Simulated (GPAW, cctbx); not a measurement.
# Reading charge transfer from structure factors

Co2Sn2Rh, I4/mmm (no. 139), a = 3.2666 Å, b = 3.2666 Å, c = 15.3060 Å, α = 90.00°, β = 90.00°, γ = 90.00°.

```
atom  mult.  x    y       z
 Sn1      4  0    0  0.3897
 Rh1      2  0    0       0
 Co1      4  0  1/2     1/4
```

The start was made by putting kin elements into a known structure type; the compound need not exist, or be stable, in this form.

Absolute values of the static structure factors of the conventional cell from DFT (PBE, GPAW) against free spherical atoms, in electrons:

| hkl | d (Å) | free atoms | crystal |
| --- | --- | --- | --- |
| 002 | 7.653 | 18.74 | 18.36 |
| 004 | 3.826 | 8.66 | 9.84 |
| 101 | 3.195 | 54.92 | 54.74 |
| 103 | 2.751 | 154.73 | 154.62 |
| 006 | 2.551 | 97.50 | 97.86 |
| 110 | 2.310 | 145.84 | 145.19 |
| 105 | 2.234 | 216.94 | 216.36 |
| 112 | 2.211 | 177.92 | 177.80 |
| 114 | 1.978 | 149.56 | 149.74 |
| 008 | 1.913 | 249.57 | 248.85 |

**Question.** Which way does charge move, and which reflections show it best?

Project each element's phase sum on the total phase. |F| rises if density moves to atoms that scatter in phase and falls if it moves to atoms that scatter against it; the rule is for low angles, since changes of shape take over beyond. Where all elements are in phase the terms compete, and the compactness of the donor's and the acceptor's density matters too.

| hkl | Sn in phase | Rh in phase | Co in phase | change (e) | (%) |
| --- | --- | --- | --- | --- | --- |
| 002 | +0.7 | +2.0 | -4.0 | -0.38 | -2.0 |
| 004 | -3.7 | +2.0 | +4.0 | +1.18 | +13.6 |
| 101 | +3.1 | -2.0 | 0.0 | -0.18 | -0.3 |
| 103 | +1.9 | +2.0 | 0.0 | -0.11 | -0.1 |
| 006 | +2.1 | -2.0 | +4.0 | +0.36 | +0.4 |
| 110 | +4.0 | +2.0 | -4.0 | -0.66 | -0.5 |
| 105 | +3.8 | +2.0 | 0.0 | -0.58 | -0.3 |
| 112 | +0.7 | +2.0 | +4.0 | -0.13 | -0.1 |

Low-angle reflections that set elements apart and change by more than 0.05 e: 002, 004, 101, 103, 006, 110, 105 and 112. The signs fit a gain of density on Rh and Co and a loss on Sn, apart from 006 and 112. The best witness is 004, +13.6 %, where Co enters with +4.0. The real-space density agrees: Voronoi charges Sn +0.21, Rh -0.14, Co -0.14 e. The shortest bond, Co–Co, has Δρ = +0.05 e/Å³ at its midpoint. Limits: a ferromagnetic start is the only order tried, and the real ground state may be antiferromagnetic or insulating.

[Outputs are excerpts: Python notices, other lines and further rows are left out; steps that failed or that the build refused (PBEsol, TPSS) are not shown.]

[Logs are printed without paths, hosts, clocks, repeated set-up lines and the standing remarks that a program may print on its own settings, such as how far it seeks lower states.]
